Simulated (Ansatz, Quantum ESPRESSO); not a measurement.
# Evanescent states of MgS, rock salt type, lattice constant set to 5.151 Å, part 2 of 3

Aim: how fast states decay in the gap of MgS, rock salt type, lattice constant set to 5.151 Å.

Quantum ESPRESSO 7.5; plane-wave DFT, LDA, GBRV ultrasoft pseudopotentials; cross-check by Ansatz 0.2.0 with PAW datasets.

So far. Step 2 (Self-consistent run): The run needed 8 iterations to bring the estimated error under 1e-09 Ry.

The structure was built from a prototype and need not be the compound's stable phase.

### Step 3. Complex bands with pwcond.x

Level of this step: complex band structure by pwcond; plane-wave DFT, LDA, GBRV ultrasoft pseudopotentials (Quantum ESPRESSO).

ikind = 0 solves one period of the crystal for all kz, real and complex, at each energy and k across. ewind and epsproj trim the two-dimensional plane-wave basis; nz1 sets the subslabs.

Contents of cbs.in:

```
&inputcond
  outdir = './out'
  prefixl = 'scf'
  band_file = 'cbs'
  ikind = 0
  ewind = 4.0
  epsproj = 1e-05
  nz1 = 7
  energy0 = 7.44
  denergy = -0.24
/
4
  0.00000000 0.00000000 1.00000000
  0.50000000 0.00000000 1.00000000
  0.50000000 0.50000000 1.00000000
  0.25000000 0.00000000 1.00000000
40
```

Run with:

```console
> OMP_NUM_THREADS=1 mpirun -n 2 pwcond.x -in cbs.in > cbs.out
```

Output:

```text
[banner, memory and clock lines left out]
Program PWCOND v.7.5 starts

          URL

     ./out/scf.save/

     IMPORTANT: XC functional enforced from input :
     Exchange-correlation= PZ
                           (   1   1   0   0   0   0   0)
     Any further DFT definition will be discarded
     Please, verify this is what you really want

     Reading collected, re-writing distributed wavefunctions

===== INPUT FILE containing the left lead =====

     GEOMETRY:

     lattice parameter (alat)  =       6.8830  a.u.
     the volume                =     461.1490 (a.u.)^3
     the cross section         =      47.3752 (a.u.)^2
     l of the unit cell        =       1.4142 (alat)
     number of atoms/cell      =            4
     number of atomic types    =            2

     crystal axes: (cart. coord. in units of alat)
               a(1) = (  1.0000  0.0000  0.0000 )
               a(2) = (  0.0000  1.0000  0.0000 )
               a(3) = (  0.0000  0.0000  1.4142 )

   Cartesian axes

     site n.     atom                  positions (alat units)
          1        Mg     tau(  1)=(  0.0000  0.0000  1.4142  )
          2        S      tau(  2)=(  0.5000  0.5000  1.4142  )
          3        Mg     tau(  3)=(  0.5000  0.5000  0.7071  )
          4        S      tau(  4)=(  0.0000  0.0000  0.7071  )

     nr1s                      =           27
     nr2s                      =           27
     nr3s                      =           40
     nr1sx                     =           27
     nr2sx                     =           27
     nr3sx                     =           40
     nr1                       =           32
     nr2                       =           32
     nr3                       =           45
     nr1x                      =           32
     nr2x                      =           32
     nr3x                      =           45

 _______________________________
  Radii of nonlocal spheres:

     type       ibeta     ang. mom.          radius (alat units)
       Mg         1         0                    0.2200
       Mg         2         0                    0.2200
       Mg         3         0                    0.2200
       Mg         4         1                    0.2200
       Mg         5         1                    0.2200
       Mg         6         2                    0.2200
       Mg         7         2                    0.2200
       S          1         0                    0.2191
       S          2         0                    0.2191
       S          3         1                    0.2191
       S          4         1                    0.2191
       S          5         2                    0.2191
       S          6         2                    0.2191
----- General information -----

----- Complex band structure calculation -----

     nrx                       =           27
     nry                       =           27
     nz1                       =            7

     energy0               =         7.4E+00
     denergy               =        -2.4E-01
     nenergy               =         40
     ecut2d                =         4.0E+01
     ewind                 =         4.0E+00
     epsproj               =         1.0E-05

     number of k_|| points=    4
                       cryst. coord.
        k(    1) = (   0.0000000   0.0000000), wk =   0.2500000
        k(    2) = (   0.5000000   0.0000000), wk =   0.2500000
        k(    3) = (   0.5000000   0.5000000), wk =   0.2500000
        k(    4) = (   0.2500000   0.0000000), wk =   0.2500000
----- Information about left lead -----

     nocros                   =           37
     noins                    =           37
     norb                     =          111
     norbf                    =          111
     nrz                      =           40

      iorb      type   ibeta   ang. mom.   m       position (alat)
        1        1       1        0        1   taunew(   1)=(  0.0000  0.0000  0.0000)
        2        1       2        0        1   taunew(   2)=(  0.0000  0.0000  0.0000)
        3        1       3        0        1   taunew(   3)=(  0.0000  0.0000  0.0000)
        4        1       4        1        1   taunew(   4)=(  0.0000  0.0000  0.0000)
        5        1       4        1        2   taunew(   5)=(  0.0000  0.0000  0.0000)
        6        1       4        1        3   taunew(   6)=(  0.0000  0.0000  0.0000)
        7        1       5        1        1   taunew(   7)=(  0.0000  0.0000  0.0000)
        8        1       5        1        2   taunew(   8)=(  0.0000  0.0000  0.0000)
        9        1       5        1        3   taunew(   9)=(  0.0000  0.0000  0.0000)
       10        1       6        2        1   taunew(  10)=(  0.0000  0.0000  0.0000)
       11        1       6        2        2   taunew(  11)=(  0.0000  0.0000  0.0000)
       12        1       6        2        3   taunew(  12)=(  0.0000  0.0000  0.0000)
       13        1       6        2        4   taunew(  13)=(  0.0000  0.0000  0.0000)
       14        1       6        2        5   taunew(  14)=(  0.0000  0.0000  0.0000)
       15        1       7        2        1   taunew(  15)=(  0.0000  0.0000  0.0000)
       16        1       7        2        2   taunew(  16)=(  0.0000  0.0000  0.0000)
       17        1       7        2        3   taunew(  17)=(  0.0000  0.0000  0.0000)
       18        1       7        2        4   taunew(  18)=(  0.0000  0.0000  0.0000)
       19        1       7        2        5   taunew(  19)=(  0.0000  0.0000  0.0000)
       20        2       1        0        1   taunew(  20)=(  0.5000  0.5000  0.0000)
       21        2       2        0        1   taunew(  21)=(  0.5000  0.5000  0.0000)
       22        2       3        1        1   taunew(  22)=(  0.5000  0.5000  0.0000)
       23        2       3        1        2   taunew(  23)=(  0.5000  0.5000  0.0000)
       24        2       3        1        3   taunew(  24)=(  0.5000  0.5000  0.0000)
       25        2       4        1        1   taunew(  25)=(  0.5000  0.5000  0.0000)
       26        2       4        1        2   taunew(  26)=(  0.5000  0.5000  0.0000)
       27        2       4        1        3   taunew(  27)=(  0.5000  0.5000  0.0000)
       28        2       5        2        1   taunew(  28)=(  0.5000  0.5000  0.0000)
       29        2       5        2        2   taunew(  29)=(  0.5000  0.5000  0.0000)
       30        2       5        2        3   taunew(  30)=(  0.5000  0.5000  0.0000)
       31        2       5        2        4   taunew(  31)=(  0.5000  0.5000  0.0000)
       32        2       5        2        5   taunew(  32)=(  0.5000  0.5000  0.0000)
       33        2       6        2        1   taunew(  33)=(  0.5000  0.5000  0.0000)
[...]
36        2       6        2        4   taunew(  36)=(  0.5000  0.5000  0.0000)
       37        2       6        2        5   taunew(  37)=(  0.5000  0.5000  0.0000)
       38        1       1        0        1   taunew(  38)=(  0.5000  0.5000  0.7071)
       39        1       2        0        1   taunew(  39)=(  0.5000  0.5000  0.7071)
       40        1       3        0        1   taunew(  40)=(  0.5000  0.5000  0.7071)
       41        1       4        1        1   taunew(  41)=(  0.5000  0.5000  0.7071)
       42        1       4        1        2   taunew(  42)=(  0.5000  0.5000  0.7071)
       43        1       4        1        3   taunew(  43)=(  0.5000  0.5000  0.7071)
       44        1       5        1        1   taunew(  44)=(  0.5000  0.5000  0.7071)
       45        1       5        1        2   taunew(  45)=(  0.5000  0.5000  0.7071)
       46        1       5        1        3   taunew(  46)=(  0.5000  0.5000  0.7071)
       47        1       6        2        1   taunew(  47)=(  0.5000  0.5000  0.7071)
       48        1       6        2        2   taunew(  48)=(  0.5000  0.5000  0.7071)
       49        1       6        2        3   taunew(  49)=(  0.5000  0.5000  0.7071)
       50        1       6        2        4   taunew(  50)=(  0.5000  0.5000  0.7071)
       51        1       6        2        5   taunew(  51)=(  0.5000  0.5000  0.7071)
       52        1       7        2        1   taunew(  52)=(  0.5000  0.5000  0.7071)
       53        1       7        2        2   taunew(  53)=(  0.5000  0.5000  0.7071)
       54        1       7        2        3   taunew(  54)=(  0.5000  0.5000  0.7071)
       55        1       7        2        4   taunew(  55)=(  0.5000  0.5000  0.7071)
       56        1       7        2        5   taunew(  56)=(  0.5000  0.5000  0.7071)
       57        2       1        0        1   taunew(  57)=(  0.0000  0.0000  0.7071)
       58        2       2        0        1   taunew(  58)=(  0.0000  0.0000  0.7071)
       59        2       3        1        1   taunew(  59)=(  0.0000  0.0000  0.7071)
       60        2       3        1        2   taunew(  60)=(  0.0000  0.0000  0.7071)
       61        2       3        1        3   taunew(  61)=(  0.0000  0.0000  0.7071)
       62        2       4        1        1   taunew(  62)=(  0.0000  0.0000  0.7071)
       63        2       4        1        2   taunew(  63)=(  0.0000  0.0000  0.7071)
       64        2       4        1        3   taunew(  64)=(  0.0000  0.0000  0.7071)
       65        2       5        2        1   taunew(  65)=(  0.0000  0.0000  0.7071)
       66        2       5        2        2   taunew(  66)=(  0.0000  0.0000  0.7071)
       67        2       5        2        3   taunew(  67)=(  0.0000  0.0000  0.7071)
       68        2       5        2        4   taunew(  68)=(  0.0000  0.0000  0.7071)
       69        2       5        2        5   taunew(  69)=(  0.0000  0.0000  0.7071)
       70        2       6        2        1   taunew(  70)=(  0.0000  0.0000  0.7071)
       71        2       6        2        2   taunew(  71)=(  0.0000  0.0000  0.7071)
       72        2       6        2        3   taunew(  72)=(  0.0000  0.0000  0.7071)
       73        2       6        2        4   taunew(  73)=(  0.0000  0.0000  0.7071)
       74        2       6        2        5   taunew(  74)=(  0.0000  0.0000  0.7071)
       75        1       1        0        1   taunew(  75)=(  0.0000  0.0000  1.4142)
       76        1       2        0        1   taunew(  76)=(  0.0000  0.0000  1.4142)
       77        1       3        0        1   taunew(  77)=(  0.0000  0.0000  1.4142)
       78        1       4        1        1   taunew(  78)=(  0.0000  0.0000  1.4142)
       79        1       4        1        2   taunew(  79)=(  0.0000  0.0000  1.4142)
       80        1       4        1        3   taunew(  80)=(  0.0000  0.0000  1.4142)
       81        1       5        1        1   taunew(  81)=(  0.0000  0.0000  1.4142)
       82        1       5        1        2   taunew(  82)=(  0.0000  0.0000  1.4142)
       83        1       5        1        3   taunew(  83)=(  0.0000  0.0000  1.4142)
       84        1       6        2        1   taunew(  84)=(  0.0000  0.0000  1.4142)
       85        1       6        2        2   taunew(  85)=(  0.0000  0.0000  1.4142)
       86        1       6        2        3   taunew(  86)=(  0.0000  0.0000  1.4142)
       87        1       6        2        4   taunew(  87)=(  0.0000  0.0000  1.4142)
       88        1       6        2        5   taunew(  88)=(  0.0000  0.0000  1.4142)
       89        1       7        2        1   taunew(  89)=(  0.0000  0.0000  1.4142)
       90        1       7        2        2   taunew(  90)=(  0.0000  0.0000  1.4142)
       91        1       7        2        3   taunew(  91)=(  0.0000  0.0000  1.4142)
       92        1       7        2        4   taunew(  92)=(  0.0000  0.0000  1.4142)
       93        1       7        2        5   taunew(  93)=(  0.0000  0.0000  1.4142)
       94        2       1        0        1   taunew(  94)=(  0.5000  0.5000  1.4142)
       95        2       2        0        1   taunew(  95)=(  0.5000  0.5000  1.4142)
       96        2       3        1        1   taunew(  96)=(  0.5000  0.5000  1.4142)
       97        2       3        1        2   taunew(  97)=(  0.5000  0.5000  1.4142)
       98        2       3        1        3   taunew(  98)=(  0.5000  0.5000  1.4142)
       99        2       4        1        1   taunew(  99)=(  0.5000  0.5000  1.4142)
      100        2       4        1        2   taunew( 100)=(  0.5000  0.5000  1.4142)
      101        2       4        1        3   taunew( 101)=(  0.5000  0.5000  1.4142)
      102        2       5        2        1   taunew( 102)=(  0.5000  0.5000  1.4142)
      103        2       5        2        2   taunew( 103)=(  0.5000  0.5000  1.4142)
      104        2       5        2        3   taunew( 104)=(  0.5000  0.5000  1.4142)
      105        2       5        2        4   taunew( 105)=(  0.5000  0.5000  1.4142)
      106        2       5        2        5   taunew( 106)=(  0.5000  0.5000  1.4142)
      107        2       6        2        1   taunew( 107)=(  0.5000  0.5000  1.4142)
      108        2       6        2        2   taunew( 108)=(  0.5000  0.5000  1.4142)
      109        2       6        2        3   taunew( 109)=(  0.5000  0.5000  1.4142)
      110        2       6        2        4   taunew( 110)=(  0.5000  0.5000  1.4142)
      111        2       6        2        5   taunew( 111)=(  0.5000  0.5000  1.4142)
 ngper, shell number =          145          23
 ngper, n2d =          145          78
---  E-Ef =    7.4400000  k =    0.0000000   0.0000000
---  ie =          1  ik =          1
 Nchannels of the left tip =            1
 Right moving states:
   k1(2pi/a)   k2(2pi/a)   E-Ef (eV)
  -0.1325368   0.0000000   7.4400000
 Left moving states:
   k1(2pi/a)   k2(2pi/a)   E-Ef (eV)
   0.1325368   0.0000000   7.4400000

---  E-Ef =    7.2000000  k =    0.0000000   0.0000000
---  ie =          2  ik =          1
 Nchannels of the left tip =            1
 Right moving states:
   k1(2pi/a)   k2(2pi/a)   E-Ef (eV)
  -0.1803371   0.0000000   7.2000000
 Left moving states:
   k1(2pi/a)   k2(2pi/a)   E-Ef (eV)
   0.1803371   0.0000000   7.2000000
[... further energies and points left out ...]
---  E-Ef =   -1.6800000  k =    0.2500000   0.0000000
---  ie =         39  ik =          4
 Nchannels of the left tip =            1
 Right moving states:
   k1(2pi/a)   k2(2pi/a)   E-Ef (eV)
   0.3662707   0.0000000  -1.6800000
 Left moving states:
   k1(2pi/a)   k2(2pi/a)   E-Ef (eV)
  -0.3662707   0.0000000  -1.6800000

---  E-Ef =   -1.9200000  k =    0.2500000   0.0000000
---  ie =         40  ik =          4
 Nchannels of the left tip =            1
 Right moving states:
   k1(2pi/a)   k2(2pi/a)   E-Ef (eV)
   0.3238062   0.0000000  -1.9200000
 Left moving states:
   k1(2pi/a)   k2(2pi/a)   E-Ef (eV)
  -0.3238062   0.0000000  -1.9200000

Note: The following floating-point exceptions are signalling: IEEE_UNDERFLOW_FLAG IEEE_DENORMAL
Note: The following floating-point exceptions are signalling: IEEE_UNDERFLOW_FLAG IEEE_DENORMAL
```

Wall time 68 s (2 MPI ranks of Intel Xeon Platinum 8488C (Sapphire Rapids), shared host); peak memory 0.17 GiB; 2.3 min of CPU time.

This step gave:

- peak of the smallest κ at the zone centre: 0.233 Å⁻¹
- energy of the peak at the zone centre: 1.68 eV
- peak of the smallest κ at (1/2, 0): 0.331 Å⁻¹
- peak of the smallest κ at (1/2, 1/2): 0.326 Å⁻¹
- peak of the smallest κ at (1/4, 0): 0.357 Å⁻¹

K across = (0, 0) in the cell's reciprocal vectors; values within 0.0025 1/Å of each other count once, columns are sorted by size at each energy, a dash where no further value was kept. The Im kz of the slowest decaying states by energy, zero at the highest filled level of the SCF mesh:

| energy (eV) | decay 1 (Å⁻¹) | decay 2 (Å⁻¹) | decay 3 (Å⁻¹) |
| --- | --- | --- | --- |
| -1.92 | 0.258 | 0.735 | 1.29 |
| -1.68 | 0.717 | 1.27 | 1.82 |
| -1.44 | 0.699 | 1.24 | 1.80 |
| -1.20 | 0.68 | 1.22 | 1.79 |
| -0.96 | 0.661 | 1.19 | 1.78 |
| -0.72 | 0.64 | 1.16 | 1.76 |
| -0.48 | 0.619 | 1.13 | 1.75 |
| -0.24 | 0.597 | 1.10 | 1.74 |
| 0.00 | 0.013 | 0.574 | 1.07 |
| 0.24 | 0.12 | 0.229 | 0.549 |
| 0.72 | 0.189 | 0.367 | 0.495 |
| 0.96 | 0.208 | 0.408 | 0.464 |
| 1.20 | 0.222 | 0.431 | 0.44 |
| 1.44 | 0.23 | 0.395 | 0.466 |
| 1.68 | 0.233 | 0.354 | 0.486 |
| 1.92 | 0.233 | 0.307 | 0.502 |
| 2.16 | 0.23 | 0.251 | 0.514 |
| 2.40 | 0.175 | 0.222 | 0.523 |
| 2.64 | 0.21 | 0.53 | 0.654 |
| 2.88 | 0.193 | 0.534 | 0.601 |
| 3.12 | 0.169 | 0.536 | 0.541 |
| 3.36 | 0.136 | 0.475 | 0.536 |
| 3.60 | 0.081 | 0.397 | 0.535 |
| 3.84 | 0.299 | 0.531 | 1.38 |
| 4.08 | 0.143 | 0.526 | 1.36 |
| 4.32 | 0.519 | 1.33 | 1.47 |
| 4.56 | 0.51 | 1.31 | 1.46 |
| 4.80 | 0.5 | 1.28 | 1.44 |
| 5.28 | 0.474 | 1.23 | 1.41 |
| 5.52 | 0.05 | 0.458 | 1.20 |
| 5.76 | 0.093 | 0.44 | 1.17 |
| 6.00 | 0.114 | 0.419 | 1.14 |
| 6.24 | 0.125 | 0.396 | 1.11 |
| 6.48 | 0.129 | 0.369 | 1.08 |
| 6.72 | 0.127 | 0.338 | 1.04 |
| 6.96 | 0.119 | 0.302 | 1.01 |
| 7.20 | 0.103 | 0.257 | 0.974 |
| 7.44 | 0.076 | 0.199 | 0.937 |

K across = (0, 0) in the cell's reciprocal vectors. Re kz of states that move upwards against energy, zero at the highest filled level of the SCF mesh:

| energy (eV) | channel 1 (Å⁻¹) | channel 2 (Å⁻¹) | channel 3 (Å⁻¹) |
| --- | --- | --- | --- |
| -1.92 | -0.466 | - | - |
| -1.44 | -0.377 | 0.397 | 0.397 |
| -0.96 | -0.579 | -0.579 | -0.287 |
| -0.48 | -0.368 | -0.368 | -0.189 |
| -0.24 | -0.248 | -0.248 | -0.128 |
| 0.00 | - | - | - |
| 0.24 | - | - | - |
| 0.72 | - | - | - |
| 1.20 | - | - | - |
| 1.68 | - | - | - |
| 2.16 | - | - | - |
| 2.64 | 0.0477 | - | - |
| 2.88 | 0.189 | - | - |
| 3.36 | 0.325 | - | - |
| 3.84 | 0.0841 | 0.423 | - |
| 4.32 | 0.201 | 0.221 | 0.508 |
| 4.80 | 0.289 | 0.435 | 0.589 |
| 5.28 | -0.537 | 0.386 | 0.577 |
| 5.76 | -0.526 | - | - |
| 6.00 | -0.472 | - | - |
| 6.48 | -0.372 | - | - |
| 6.96 | -0.272 | - | - |
| 7.44 | -0.162 | - | - |

K across = (1/2, 0) in the cell's reciprocal vectors; values within 0.0025 1/Å of each other count once, columns are sorted by size at each energy, a dash where no further value was kept. Table of Im kz of the slowest decaying states by energy, zero at the highest filled level of the SCF mesh:

| energy (eV) | decay 1 (Å⁻¹) | decay 2 (Å⁻¹) | decay 3 (Å⁻¹) |
| --- | --- | --- | --- |
| -1.92 | 1.04 | 1.27 | 2.17 |
| -1.44 | 0.903 | 1.23 | 2.14 |
| -0.96 | 0.678 | 1.18 | 2.11 |
| -0.48 | 0.116 | 0.52 | 1.13 |
| -0.24 | 0.182 | 0.669 | 1.11 |
| 0.00 | 0.224 | 0.736 | 1.08 |
| 0.24 | 0.254 | 0.774 | 1.06 |
| 0.72 | 0.296 | 0.812 | 1.01 |
| 1.20 | 0.32 | 0.822 | 0.954 |
| 1.68 | 0.33 | 0.817 | 0.899 |
| 2.16 | 0.328 | 0.801 | 0.842 |
| 2.64 | 0.315 | 0.777 | 0.782 |
| 2.88 | 0.303 | 0.751 | 0.763 |
| 3.36 | 0.268 | 0.685 | 0.728 |
| 3.84 | 0.209 | 0.613 | 0.687 |
| 4.32 | 0.088 | 0.531 | 0.639 |
| 4.80 | 0.431 | 0.582 | 1.68 |
| 5.28 | 0.286 | 0.514 | 1.64 |
| 5.76 | 0.13 | 0.43 | 1.60 |
| 6.00 | 0.126 | 0.378 | 1.58 |
| 6.48 | 0.234 | 1.53 | 2.29 |
| 6.96 | 0.141 | 1.48 | 2.28 |
| 7.44 | 0.22 | 1.43 | 2.27 |

K across = (1/2, 1/2) in the cell's reciprocal vectors; values within 0.0025 1/Å of each other count once, columns are sorted by size at each energy, a dash where no further value was kept. Table of Im kz of the slowest decaying states by energy, zero at the highest filled level of the SCF mesh:

| energy (eV) | decay 1 (Å⁻¹) | decay 2 (Å⁻¹) | decay 3 (Å⁻¹) |
| --- | --- | --- | --- |
| -1.92 | 2.06 | 2.31 | - |
| -1.68 | 0.106 | 0.12 | 2.05 |
| -1.20 | 0.243 | 0.256 | 2.02 |
| -0.96 | 0.279 | 0.285 | 2.01 |
| -0.72 | 0.304 | 2.00 | 2.23 |
| -0.24 | 0.323 | 0.34 | 1.97 |
| 0.00 | 0.326 | 0.351 | 1.96 |
| 0.24 | 0.324 | 0.358 | 1.94 |
| 0.72 | 0.312 | 0.365 | 1.92 |
| 0.96 | 0.3 | 0.364 | 1.90 |
| 1.20 | 0.286 | 0.362 | 1.89 |
| 1.68 | 0.244 | 0.349 | 1.86 |
| 1.92 | 0.216 | 0.34 | 1.85 |
| 2.16 | 0.179 | 0.329 | 1.83 |
| 2.64 | 0.298 | 1.81 | 2.02 |
| 2.88 | 0.278 | 1.79 | 2.00 |
| 3.36 | 0.227 | 1.76 | 1.97 |
| 3.60 | 0.192 | 1.75 | 1.96 |
| 3.84 | 0.147 | 1.73 | 1.94 |
| 4.32 | 1.70 | 1.90 | 2.23 |
| 4.56 | 1.69 | 1.89 | 2.22 |
| 4.80 | 1.67 | 1.87 | 2.20 |
| 5.28 | 0.053 | 1.64 | 1.83 |
| 5.52 | 0.096 | 1.63 | 1.82 |
| 5.76 | 0.119 | 1.61 | 1.80 |
| 6.24 | 0.14 | 1.58 | 1.76 |
| 6.48 | 0.143 | 1.56 | 1.74 |
| 6.72 | 0.142 | 1.54 | 1.72 |
| 7.20 | 0.126 | 1.51 | 1.68 |
| 7.44 | 0.11 | 1.49 | 1.63 |

K across = (1/4, 0) in the cell's reciprocal vectors; values within 0.0025 1/Å of each other count once, columns are sorted by size at each energy, a dash where no further value was kept. Table of Im kz of the slowest decaying states by energy, zero at the highest filled level of the SCF mesh:

| energy (eV) | decay 1 (Å⁻¹) | decay 2 (Å⁻¹) | decay 3 (Å⁻¹) |
| --- | --- | --- | --- |
| -1.92 | 0.076 | 0.497 | 1.02 |
| -1.68 | 0.122 | 0.357 | 0.996 |
| -1.20 | 0.136 | 0.944 | 1.51 |
| -0.96 | 0.108 | 0.917 | 1.49 |
| -0.72 | 0.89 | 1.46 | 1.50 |
| -0.24 | 0.108 | 0.836 | 1.41 |
| 0.00 | 0.189 | 0.204 | 0.808 |
| 0.24 | 0.237 | 0.344 | 0.78 |
| 0.72 | 0.297 | 0.494 | 0.722 |
| 0.96 | 0.317 | 0.544 | 0.691 |
| 1.20 | 0.332 | 0.586 | 0.66 |
| 1.68 | 0.351 | 0.594 | 0.656 |
| 1.92 | 0.355 | 0.559 | 0.687 |
| 2.16 | 0.357 | 0.521 | 0.718 |
| 2.64 | 0.352 | 0.437 | 0.812 |
| 2.88 | 0.346 | 0.388 | 0.851 |
| 3.36 | 0.262 | 0.324 | 0.821 |
| 3.60 | 0.163 | 0.307 | 0.804 |
| 3.84 | 0.287 | 0.785 | 0.995 |
| 4.32 | 0.226 | 0.745 | 0.917 |
| 4.56 | 0.177 | 0.722 | 0.875 |
| 4.80 | 0.089 | 0.697 | 0.83 |
| 5.28 | 0.077 | 0.644 | 0.73 |
| 5.52 | 0.084 | 0.119 | 0.614 |
| 5.76 | 0.123 | 0.131 | 0.581 |
| 6.24 | 0.102 | 0.138 | 0.431 |
| 6.48 | 0.129 | 0.273 | 0.465 |
| 6.72 | 0.107 | 0.138 | 0.418 |
| 7.20 | 0.234 | 0.295 | 0.614 |
| 7.44 | 0.204 | 0.229 | 0.562 |

(Continued in part 3 of 3.)

[Logs are printed without paths, hosts, clocks, repeated set-up lines and the standing remarks that a program may print on its own settings, such as how far it seeks lower states.]

[Hosts, paths, dates, database ids (printed as entryN), source tags and the programs' standing remarks are cut or masked in the printed files.]

[Maps of the electrostatic potential energy from Ansatz leave out the sawtooth potential of an applied field or a dipole correction, so their vacuum need not be flat; planar profiles and work functions include it.]
